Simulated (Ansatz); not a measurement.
# Work function of Ir(111): what the settings cost and change

How far do functional and pseudopotentials move the work function of Ir(111), and at what cost?

Method: plane-wave DFT, PBE, Ansatz PAW, in the first sound run; inputs show where later runs differ, in Ansatz 0.2.0.

The experiments to compare with:

“Anisotropic work function of elemental crystals” (2019, arxiv:1902.07811) quotes from earlier work for Ir (clean (111) face, a compiled value): work function (clean (111) face, a compiled value) 5.78 eV.

## 1. The starting structure

The cell holds 7 atoms: 7 Ir. Its edges and angles: a = 2.715 Å, b = 2.715 Å, c = 31.302 Å, α = 90.0°, β = 90.0°, γ = 60.0°. Vacuum lies along c.

## 2. Slab, setting PBE, Ansatz PAW (420 eV)

A work function rests on the faint tail of the density, so the SCF threshold is tight. PBE on the default files comes first; the next runs keep the geometry and change functional or files, each at the cutoff that its files recommend; a relaxation and, for heavy metals, spin-orbit coupling close the ladder.

Input file input.yaml:

```yaml
crystal:
  lattice:
    - [2.7152900398, 0.0, 0.0]
    - [1.3576450199, 2.3515101531, 0.0]
    - [0.0, 0.0, 31.3021502021]
  atoms:
    - { symbol: Ir, position: [0.0, 0.0, 0.2875201845] }
    - { symbol: Ir, position: [0.3333333333, 0.3333333333, 0.3583467896] }
    - { symbol: Ir, position: [0.6666666667, 0.6666666667, 0.4291733948] }
    - { symbol: Ir, position: [0.0, 0.0, 0.5] }
    - { symbol: Ir, position: [0.3333333333, 0.3333333333, 0.5708266052] }
    - { symbol: Ir, position: [0.6666666667, 0.6666666667, 0.6416532104] }
    - { symbol: Ir, position: [0.0, 0.0, 0.7124798155] }
kpoints:
  mp_grid: { grid: [17, 17, 1] }
hamiltonian:
  xc: pbe
scf:
  occupations: { method: fermi_dirac, width: 0.1 }
  convergence: { dr2_threshold: 1.0e-09 }
efield:
  axis: 3
  dipole_correction: true
  ramp_position: 0.97
  ramp_width: 0.06
output:
  write_potential: true
  write_density: true
  volumetric_format: npy
  elf: true
```

Command:

```
$ ansatz run input.yaml --threads 4 --pin off --max-ram 6144MiB --backend cpu --events-out ev --progress --plain --runs-dir out
```

Output:

```text
Engine: ansatz 0.2.0, x86_64-unknown-linux-gnu
Pseudopotentials: kind: paw
Pseudopotential: Ir, paw, valence charge 17, recommended cutoff 420 eV (normal), Ir.paw.azcp
Functional definition: PBE
  parameter kappa = 0.804
  parameter beta = 0.066725
  exchange = pbe_x(kappa = kappa, mu = beta*pi^2/3)
  correlation = pbe_c(beta = beta)
Crystal: 7 atoms, lattice volume = 199.865 Å³
Basis set: ecut = 420 eV, 3927 PW (Γ)
Bands: 72, of which v1, the nominal top of the filled ones, is band 60 counted from 1 (59 counted from 0)
Symmetry: 6 space group operations
k-points: 33 of 289 (time reversal used)
Non-local potential: Ir, projectors of the file, l = 0: 3, l = 1: 2, l = 2: 2, l = 3: 1
PAW form: soft (Blöchl's): semilocal exchange-correlation on the pseudo side does not see the compensation charge
PAW one-centre angular grid: Ir, 590 points (default); XC on 64 Gauss nodes
Initial density: superposition of atomic densities (neutral atoms: chi_scale 0, normalization atom), corrected by the library's trained network
Initial wavefunctions: pseudopotential atomic-orbital guess
Functional: x = pbe(κ = 0.804, μ = 0.219515), c = pbe(β = 0.066725)
SCF iter   1: F=—  HF=-83545.502657 eV  |F-HF|=—  |Δ(HF+E_count)|=         —  Δρ=1.17e-2  dr2=6.52e0  ethr=1.77e-3  p=0.000 e·Å  D=3.58e-13 V/Å  ΔV_dip=-0.00 eV  dr2_dipole=3.66e-9  V_vac-E_F(+/−)=5.12/5.12 eV  ⟨swp⟩=7.9  Hψ=10307  notcnv=0  defer=12
efield: sawtooth ramp at fractional position 0.9700 (set: `efield.ramp_position`, or a place that a band, a saddle search or an elastic batch's reference lends), width 0.0600; the density the first Hamiltonian is built on has a dipole p = 0.000 e·Å; the dipole correction subtracts the counter field D = 3.58e-13 V/Å, which shifts the + side's vacuum level by -0.00 eV against the − side's; the planar-averaged density in the ramp window peaks in size at 1.4e-5 e/Å³
preconditioner: auto → LDOS  [metal: Δε(μ)=0.002 eV  Ē_g=6.696 eV  σ=0.100 eV  W_gap=0.01  n_scr=24 (ndim 8)  ℏωp=20.8 eV  f_vac=0.464  D(μ)=7.38/eV (n_scr^D=24)  β→1.0]
SCF iter   2: F=—  HF=-83545.443850 eV  |F-HF|=—  |Δ(HF+E_count)|=   5.88e-2  Δρ=2.08e-3  dr2=3.98e-2  ethr=1.77e-3  p=-0.000 e·Å  D=-3.15e-5 V/Å  ΔV_dip=0.00 eV  dr2_dipole=2.82e-9  V_vac-E_F(+/−)=5.46/5.46 eV  ⟨swp⟩=1.6  Hψ=2772  notcnv=0  defer=19
SCF iter   3: F=—  HF=-83545.442687 eV  |F-HF|=—  |Δ(HF+E_count)|=   1.16e-3  Δρ=8.37e-4  dr2=3.54e-3  ethr=3.34e-5  p=0.000 e·Å  D=4.21e-6 V/Å  ΔV_dip=-0.00 eV  dr2_dipole=2.13e-8  V_vac-E_F(+/−)=5.51/5.51 eV  ⟨swp⟩=2.1  Hψ=3635  notcnv=0  defer=28
SCF iter   4: F=—  HF=-83545.442225 eV  |F-HF|=—  |Δ(HF+E_count)|=   4.62e-4  Δρ=1.58e-4  dr2=2.46e-4  ethr=2.98e-6  p=-0.000 e·Å  D=-5.03e-6 V/Å  ΔV_dip=0.00 eV  dr2_dipole=3.89e-9  V_vac-E_F(+/−)=5.49/5.49 eV  ⟨swp⟩=2.1  Hψ=3514  notcnv=0  defer=28
SCF iter   5: F=—  HF=-83545.442223 eV  |F-HF|=—  |Δ(HF+E_count)|=   2.39e-6  Δρ=6.62e-5  dr2=1.94e-5  ethr=2.07e-7  p=-0.000 e·Å  D=-1.78e-6 V/Å  ΔV_dip=0.00 eV  dr2_dipole=3.07e-10  V_vac-E_F(+/−)=5.50/5.50 eV  ⟨swp⟩=2.8  Hψ=4477  notcnv=0  defer=28
SCF iter   6: F=—  HF=-83545.442222 eV  |F-HF|=—  |Δ(HF+E_count)|=   9.83e-7  Δρ=2.40e-5  dr2=1.70e-6  ethr=1.63e-8  p=-0.000 e·Å  D=-7.29e-7 V/Å  ΔV_dip=0.00 eV  dr2_dipole=6.75e-11  V_vac-E_F(+/−)=5.50/5.50 eV  ⟨swp⟩=2.5  Hψ=3823  notcnv=0  defer=28
SCF iter   7: F=—  HF=-83545.442612 eV  |F-HF|=—  |Δ(HF+E_count)|=   3.91e-4  Δρ=7.15e-6  dr2=2.28e-7  ethr=1.42e-9  p=-0.000 e·Å  D=-3.50e-7 V/Å  ΔV_dip=0.00 eV  dr2_dipole=2.50e-11  V_vac-E_F(+/−)=5.50/5.50 eV  ⟨swp⟩=2.9  Hψ=4670  notcnv=0  defer=28
SCF iter   8: F=—  HF=-83545.442612 eV  |F-HF|=—  |Δ(HF+E_count)|=   4.87e-8  Δρ=2.00e-6  dr2=2.15e-8  ethr=1.91e-10  p=-0.000 e·Å  D=-9.30e-8 V/Å  ΔV_dip=0.00 eV  dr2_dipole=1.88e-12  V_vac-E_F(+/−)=5.50/5.50 eV  ⟨swp⟩=1.9  Hψ=2865  notcnv=0  defer=28
SCF iter   9: F=—  HF=-83545.442612 eV  |F-HF|=—  |Δ(HF+E_count)|=   8.91e-9  Δρ=6.01e-7  dr2=1.00e-9  ethr=1.00e-12  p=-0.000 e·Å  D=-2.85e-8 V/Å  ΔV_dip=0.00 eV  dr2_dipole=6.41e-13  V_vac-E_F(+/−)=5.50/5.50 eV  ⟨swp⟩=8.7  Hψ=9383  notcnv=0
SCF iter  10: F=-83545.442612 eV  HF=-83545.442612 eV  |F-HF|=2.91e-10  |Δ(HF+E_count)|=  5.97e-10  Δρ=1.72e-7  dr2=1.17e-10  ethr=1.00e-12  p=0.000 e·Å  D=1.81e-9 V/Å  ΔV_dip=-0.00 eV  dr2_dipole=2.67e-13  V_vac-E_F(+/−)=5.50/5.50 eV  ⟨swp⟩=2.9  Hψ=4549  notcnv=0
SCF 1 converged in 10 iterations: F = -83545.442612 eV  dr2 = 1.17e-10
  greatest PAW one-centre occupation: 1.000 electrons in one spin orbital (limit 2), on the Ir atom at site 4 (counted from 0), in its partial waves of l = 0
WARN: The output density's exchange-correlation potential varies sharply where the density is thin. Do not read a vacuum level from v_tot or v_xc, or from such a field of the output density. On a cell that repeats whose density bears no net charge and no dipole along the vacuum's axis use v_es (v_loc + v_h of the components); under efield.dipole_correction with no amplitude use v_es + v_field, which holds any externa [...]
SCF converged after 10 iterations
Free energy (F): -83545.442612 eV
Harris-Foulkes:  -83545.442612 eV  (|F-HF|=2.91e-10)
Internal energy: -83545.204677 eV  (E = F + TS)
E sigma→0 (E₀):  -83545.323645 eV
Entropy (-TS):   -0.237935 eV (-33.991 meV/atom)
Fermi energy:    9.982438 eV
Dipole field:    D = 0.000001 V/Å  (p = 0.000001 e·Å, saw-weighted, corrected)
Work function:   Φ+ = 5.5041 eV   Φ− = 5.5042 eV
Levels:          The Fermi level and band energies are counted from a zero that moves with the ramp; work functions are not
--- Per-component energies (eV) ---
  E_band       = -2434.519196
  E_kinetic    = 4356.571366
  E_local      = -277094.926512  (includes V_loc(G=0)·N_el)
  E_nonlocal   = 509.415714
  E_hartree    = 136757.352695
  E_xc         = -1873.231225
  E_vxc        = -2097.147815  (∫ρ·V_xc dr)
  E_paw        = -64563.837673  (= ΣΔE_a)
  E_vpaw       = -1623.141630  (= ΣTr[D̂ρ^β])
  E_aug_tail   = 0.000381  (compensation charges beyond the density's cutoff)
  E_efield     = 0.000000  (sawtooth field / dipole correction)
  E_vefield    = 0.000000  (∫n·V_field dr)
  E_ewald      = 118363.450577
  E_smearing   = -0.237935  (= −TS)
  E_closure    = -0.000000  (closes the sum)
  Σ components = -83545.442612   (vs F -83545.442612, Δ=0.00e0)
--- Band table (eV; the first three rows and the last of 33) ---
  k-point 0: bands = [... 56 lower, 8.7523, 8.7543, 8.7543, 8.9597, 8.9597, 9.3818, 9.3818, 9.7081, ... 8 higher]
  k-point 1: bands = [... 56 lower, 8.4962, 8.7738, 8.8168, 8.9950, 9.0113, 9.2167, 9.3219, 9.3989, ... 8 higher]
  k-point 2: bands = [... 56 lower, 8.2451, 8.4238, 8.5907, 8.7080, 8.8236, 9.0764, 9.2945, 9.4366, ... 8 higher]
  k-point 32: bands = [... 56 lower, 9.8729, 10.0754, 10.1741, 10.3881, 10.4843, 10.6110, 10.6733, 15.0218, ... 8 higher]
```

The job ended after 23 s (4 threads of AMD EPYC 7R43, shared host; peak memory 0.94 GiB).

This step gave:

```
energy at zero smearing   : -83545.3236 eV
work function, upper face : 5.504 eV
```

Running mean over 2.217 Å of the planar mean; the ramp of the sawtooth is left out. The electron's electrostatic potential energy less the Fermi level by z:

| z (Å) | electron's electrostatic potential energy less the Fermi level (eV) |
| --- | --- |
| 4 | 5.50 |
| 5 | 5.50 |
| 6 | 5.43 |
| 7 | 4.27 |
| 8 | -5.48 |
| 9 | -12.7 |
| 10 | -13.3 |
| 11 | -13.5 |
| 12 | -13.6 |
| 13 | -13.5 |
| 14 | -13.5 |
| 15 | -13.5 |
| 16 | -13.5 |
| 17 | -13.5 |
| 18 | -13.5 |
| 19 | -13.5 |
| 20 | -13.5 |
| 21 | -13.4 |
| 22 | -13.0 |
| 23 | -9.07 |
| 24 | 2.61 |
| 25 | 5.33 |
| 26 | 5.49 |
| 27 | 5.50 |
| 28 | 5.50 |

Electrostatic potential energy in the ca plane at fractional y = 0.000, with atoms of Ir within 0.2 Å of it. With pseudopotentials it is smooth inside the atoms' cores, unlike the true potential.

Ten even steps from '0' (-57 eV) to '9' (15 eV), each cell a mean:
```
89999999985000379999999999986200169999999999
88999888887323688888899888898422489999999999
67888666898767898766888766788766899999999999
45888545799888998645788645789988999999999999
56888656899878898655788755789888899999999999
77898777887534788877899877888644689999999999
88999888985101489888999988987300279999999999
99999999984000279999999999986100168999999999
```
Columns run along c (16.0 Å, from fractional 0.36 to 0.87 of the cell; values clipped at the 3rd and 97th percentile), rows up along a (2.7 Å). Atoms in or near the plane, at fractional coordinates: Ir at (0.50, 0.00), Ir at (0.71, 0.00).

ELF in the ca plane at fractional y = 0.000, with atoms of Ir within 0.2 Å of it. It is the smooth field of the valence electrons, not physical close to the nuclei.

Values, 5 rows by 16 columns, each cell a mean:
```
0.26 0.21 0.29 0.33 0.62 0.40 0.29 0.23 0.24 0.28 0.46 0.61 0.25 0.07 0.01 0.00
0.33 0.29 0.34 0.29 0.38 0.30 0.33 0.30 0.31 0.32 0.31 0.38 0.24 0.07 0.01 0.00
0.37 0.32 0.42 0.28 0.32 0.28 0.40 0.33 0.34 0.38 0.28 0.34 0.27 0.07 0.01 0.00
0.29 0.27 0.30 0.30 0.50 0.33 0.30 0.27 0.28 0.29 0.36 0.49 0.24 0.07 0.01 0.00
0.26 0.19 0.30 0.34 0.57 0.41 0.31 0.22 0.23 0.29 0.47 0.57 0.26 0.07 0.01 0.00
```
Columns run along c (16.0 Å, from fractional 0.36 to 0.87 of the cell), rows up along a (2.7 Å). Atoms in or near the plane, at fractional coordinates: Ir at (0.50, 0.00), Ir at (0.71, 0.00).

Valence density in the ca plane at fractional y = 0.000, with atoms of Ir within 0.2 Å of it. It is the smooth field of the valence electrons, not physical close to the nuclei.

Ten steps, logarithmic in the rise over the least value, from '0' (0.0 e/Å³) to '9' (8.9 e/Å³), each cell a mean:
```
33222333346999743333222333335899852100000000
44333444335788643444333344334688642000000000
55434555433555433555433455433455421000000000
65434666433333334566534566533333321000000000
65434565433444334566434566433344321000000000
54333454334676533454333454434577531000000000
33223333346899743333322333335899842100000000
33222333347999843333222233336899952100000000
```
Columns run along c (16.0 Å, from fractional 0.36 to 0.87 of the cell), rows up along a (2.7 Å). Atoms in or near the plane, at fractional coordinates: Ir at (0.50, 0.00), Ir at (0.71, 0.00).

The work function is 5.504 eV.

## 3. Slab

This step: plane-wave DFT, LDA, Ansatz PAW (Ansatz 0.2.0).

input.yaml, as its differences from that of step 2:

```diff
@@ -16,3 +16,3 @@
 hamiltonian:
-  xc: pbe
+  xc: lda
 scf:
@@ -29,2 +29 @@
   volumetric_format: npy
-  elf: true
```

Output:

```text
[...]
Crystal: 7 atoms, lattice volume = 199.865 Å³
Basis set: ecut = 420 eV, 3927 PW (Γ)
Bands: 72, of which v1, the nominal top of the filled ones, is band 60 counted from 1 (59 counted from 0)
Symmetry: 6 space group operations
k-points: 33 of 289 (time reversal used)
[...]
k-point 0: bands = [... 56 lower, 8.3994, 8.4034, 8.4034, 8.6043, 8.6043, 9.0256, 9.0256, 9.3462, ... 8 higher]
  k-point 1: bands = [... 56 lower, 8.1423, 8.4207, 8.4636, 8.6414, 8.6578, 8.8591, 8.9647, 9.0434, ... 8 higher]
  k-point 2: bands = [... 56 lower, 7.8880, 8.0667, 8.2350, 8.3520, 8.4649, 8.7234, 8.9331, 9.0827, ... 8 higher]
  k-point 32: bands = [... 56 lower, 9.5045, 9.7100, 9.8036, 10.0189, 10.1158, 10.2413, 10.3035, 14.6149, ... 8 higher]
[key lines of the parts left out:]
SCF converged after 10 iterations
Free energy (F): -81641.473215 eV
Fermi energy:    9.622464 eV
Dipole field:    D = 0.000001 V/Å  (p = 0.000001 e·Å, saw-weighted, corrected)
Work function:   Φ+ = 5.8652 eV   Φ− = 5.8652 eV
```

It took 20 s on 4 threads; peak memory 0.92 GiB.

The work function is 5.865 eV, +0.361 eV from the run “PBE, Ansatz PAW (420 eV)”, at 0.91 times its CPU time.

## 4. Slab

This step: plane-wave DFT, PBEsol, Ansatz PAW (Ansatz 0.2.0).

input.yaml, as its differences from that of step 3:

```diff
@@ -16,3 +16,3 @@
 hamiltonian:
-  xc: lda
+  xc: pbesol
 scf:
```

Output:

```text
[...]
Crystal: 7 atoms, lattice volume = 199.865 Å³
Basis set: ecut = 420 eV, 3927 PW (Γ)
Bands: 72, of which v1, the nominal top of the filled ones, is band 60 counted from 1 (59 counted from 0)
Symmetry: 6 space group operations
k-points: 33 of 289 (time reversal used)
[...]
k-point 0: bands = [... 56 lower, 8.6054, 8.6088, 8.6088, 8.8112, 8.8112, 9.2324, 9.2324, 9.5378, ... 8 higher]
  k-point 1: bands = [... 56 lower, 8.3476, 8.6263, 8.6700, 8.8443, 8.8642, 9.0571, 9.1578, 9.2501, ... 8 higher]
  k-point 2: bands = [... 56 lower, 8.0936, 8.2655, 8.4342, 8.5587, 8.6694, 8.9298, 9.1420, 9.2891, ... 8 higher]
  k-point 32: bands = [... 56 lower, 9.7172, 9.9214, 10.0178, 10.2329, 10.3296, 10.4558, 10.5182, 14.8306, ... 8 higher]
[key lines of the parts left out:]
SCF converged after 10 iterations
Free energy (F): -82591.176600 eV
Fermi energy:    9.830066 eV
Dipole field:    D = 0.000000 V/Å  (p = 0.000000 e·Å, saw-weighted, corrected)
Work function:   Φ+ = 5.6370 eV   Φ− = 5.6370 eV
```

Run time: 22 s. Hardware: 4 threads; peak memory 0.93 GiB; 84 s of CPU time.

The work function is 5.637 eV, +0.133 eV from the run “PBE, Ansatz PAW (420 eV)”, at 0.98 times its CPU time.

## 5. Run

This step: plane-wave DFT, RPBE, Ansatz PAW (Ansatz 0.2.0).

input.yaml, as its differences from that of step 4:

```diff
@@ -16,3 +16,3 @@
 hamiltonian:
-  xc: pbesol
+  xc: rpbe
 scf:
```

Output:

```text
[...]
Crystal: 7 atoms, lattice volume = 199.865 Å³
Basis set: ecut = 420 eV, 3927 PW (Γ)
Bands: 72, of which v1, the nominal top of the filled ones, is band 60 counted from 1 (59 counted from 0)
Symmetry: 6 space group operations
k-points: 33 of 289 (time reversal used)
[...]
k-point 0: bands = [... 56 lower, 8.8664, 8.8681, 8.8681, 9.0741, 9.0741, 9.4957, 9.4957, 9.8421, ... 8 higher]
  k-point 1: bands = [... 56 lower, 8.6109, 8.8881, 8.9308, 9.1101, 9.1253, 9.3391, 9.4460, 9.5126, ... 8 higher]
  k-point 2: bands = [... 56 lower, 8.3609, 8.5429, 8.7102, 8.8228, 8.9434, 9.1901, 9.4136, 9.5498, ... 8 higher]
  k-point 32: bands = [... 56 lower, 9.9894, 10.1910, 10.2911, 10.5046, 10.6006, 10.7276, 10.7898, 15.1554, ... 8 higher]
[key lines of the parts left out:]
SCF converged after 9 iterations
Free energy (F): -83639.678595 eV
Fermi energy:    10.097994 eV
Dipole field:    D = -0.000002 V/Å  (p = -0.000002 e·Å, saw-weighted, corrected)
Work function:   Φ+ = 5.3492 eV   Φ− = 5.3491 eV
```

Run time: 22 s. Hardware: 4 threads; peak memory 0.93 GiB; 82 s of CPU time.

The work function is 5.349 eV, -0.155 eV from the run “PBE, Ansatz PAW (420 eV)”, at 0.97 times its CPU time.

## 6. Slab

This step: plane-wave DFT, r2SCAN, Ansatz PAW (Ansatz 0.2.0).

input.yaml, as its differences from that of step 5:

```diff
@@ -16,3 +16,3 @@
 hamiltonian:
-  xc: rpbe
+  xc: r2scan
 scf:
```

Output:

```text
[...]
Crystal: 7 atoms, lattice volume = 199.865 Å³
Basis set: ecut = 500 eV, 4951 PW (Γ), exchange–correlation on 80×80×960 points (64 copies of the dense FFT grid, shifted against one another)
Bands: 72, of which v1, the nominal top of the filled ones, is band 60 counted from 1 (59 counted from 0)
Symmetry: 6 space group operations
[...]
k-point 0: bands = [... 56 lower, 8.5132, 8.5142, 8.5142, 8.7381, 8.7381, 9.1870, 9.1870, 9.6126, ... 8 higher]
  k-point 1: bands = [... 56 lower, 8.2535, 8.5382, 8.5814, 8.7790, 8.7874, 9.0499, 9.1805, 9.2025, ... 8 higher]
  k-point 2: bands = [... 56 lower, 8.0013, 8.2076, 8.3791, 8.4773, 8.6258, 8.8531, 9.1159, 9.2362, ... 8 higher]
  k-point 32: bands = [... 56 lower, 9.7483, 9.9554, 10.0607, 10.2834, 10.3743, 10.5168, 10.5774, 15.1868, ... 8 higher]
[key lines of the parts left out:]
SCF converged after 16 iterations
Free energy (F): -83639.148819 eV
Fermi energy:    9.831782 eV
Dipole field:    D = -0.000007 V/Å  (p = -0.000008 e·Å, saw-weighted, corrected)
Work function:   Φ+ = 5.5529 eV   Φ− = 5.5527 eV
```

It took 58 s on 4 threads; peak memory 1.4 GiB; 3.7 min of CPU time.

The work function is 5.553 eV, +0.049 eV from the run “PBE, Ansatz PAW (420 eV)”, at 2.6 times its CPU time.

## 7. Slab

This step: plane-wave DFT, PBE, JTH PAW (Ansatz 0.2.0).

input.yaml, as its differences from that of step 6:

```diff
@@ -16,3 +16,4 @@
 hamiltonian:
-  xc: r2scan
+  xc: pbe
+  pseudopotentials: { kind: paw, source: jth }
 scf:
```

Output:

```text
[...]
k-point 0: bands = [... 49 lower, 8.4636, 8.4662, 8.4662, 8.6705, 8.6705, 9.0916, 9.0916, 9.4090, ... 6 higher]
  k-point 1: bands = [... 49 lower, 8.2072, 8.4852, 8.5285, 8.7048, 8.7224, 8.9228, 9.0265, 9.1089, ... 6 higher]
  k-point 2: bands = [... 49 lower, 7.9558, 8.1318, 8.2991, 8.4191, 8.5325, 8.7877, 9.0031, 9.1468, ... 6 higher]
  k-point 32: bands = [... 49 lower, 9.5828, 9.7852, 9.8832, 10.0972, 10.1930, 10.3198, 10.3819, 14.6738, ... 6 higher]
[key lines of the parts left out:]
SCF converged after 13 iterations
Free energy (F): -78113.543094 eV
Fermi energy:    9.690788 eV
Dipole field:    D = 0.000000 V/Å  (p = 0.000000 e·Å, saw-weighted, corrected)
Work function:   Φ+ = 5.5088 eV   Φ− = 5.5089 eV
```

It took 1.8 min on 4 threads; peak memory 1.5 GiB; 6.9 min of CPU time.

The work function is 5.509 eV, +0.005 eV from the run “PBE, Ansatz PAW (420 eV)”, at 4.8 times its CPU time.

## 8. Slab

This step: plane-wave DFT, PBE, norm-conserving (Ansatz 0.2.0).

input.yaml, as its differences from that of step 7:

```diff
@@ -17,3 +17,3 @@
   xc: pbe
-  pseudopotentials: { kind: paw, source: jth }
+  pseudopotentials: { kind: nc }
 scf:
```

Output:

```text
[...]
Crystal: 7 atoms, lattice volume = 199.865 Å³
Basis set: ecut = 925.187132 eV, 12851 PW (Γ)
Bands: 72, of which v1, the nominal top of the filled ones, is band 60 counted from 1 (59 counted from 0)
Symmetry: 6 space group operations
k-points: 33 of 289 (time reversal used)
[...]
k-point 0: bands = [... 56 lower, 8.8129, 8.8155, 8.8155, 9.0198, 9.0198, 9.4414, 9.4414, 9.7676, ... 8 higher]
  k-point 1: bands = [... 56 lower, 8.5565, 8.8345, 8.8775, 9.0553, 9.0718, 9.2763, 9.3815, 9.4586, ... 8 higher]
  k-point 2: bands = [... 56 lower, 8.3047, 8.4832, 8.6504, 8.7680, 8.8832, 9.1370, 9.3538, 9.4966, ... 8 higher]
  k-point 32: bands = [... 56 lower, 9.9310, 10.1340, 10.2316, 10.4459, 10.5420, 10.6687, 10.7309, 15.0771, ... 8 higher]
[key lines of the parts left out:]
SCF converged after 8 iterations
Free energy (F): -25143.520598 eV
Fermi energy:    10.041505 eV
Dipole field:    D = 0.000004 V/Å  (p = 0.000005 e·Å, saw-weighted, corrected)
Work function:   Φ+ = 5.5040 eV   Φ− = 5.5041 eV
```

Run time: 74 s. Hardware: 4 threads; peak memory 2.1 GiB; 4.8 min of CPU time.

The work function is 5.504 eV, -0.000 eV from the run “PBE, Ansatz PAW (420 eV)”, at 3.4 times its CPU time.

(Continued in part 2 of 2.)

[Long decimals in the printed logs are rounded to 6 places.]

[Logs are printed without paths, hosts, clocks, repeated set-up lines and the standing remarks that a program may print on its own settings, such as how far it seeks lower states.]

[Hosts, paths, dates, database ids (printed as entryN), source tags and the programs' standing remarks are cut or masked in the printed files.]

[Maps of the electrostatic potential energy from Ansatz leave out the sawtooth potential of an applied field or a dipole correction, so their vacuum need not be flat; planar profiles and work functions include it.]
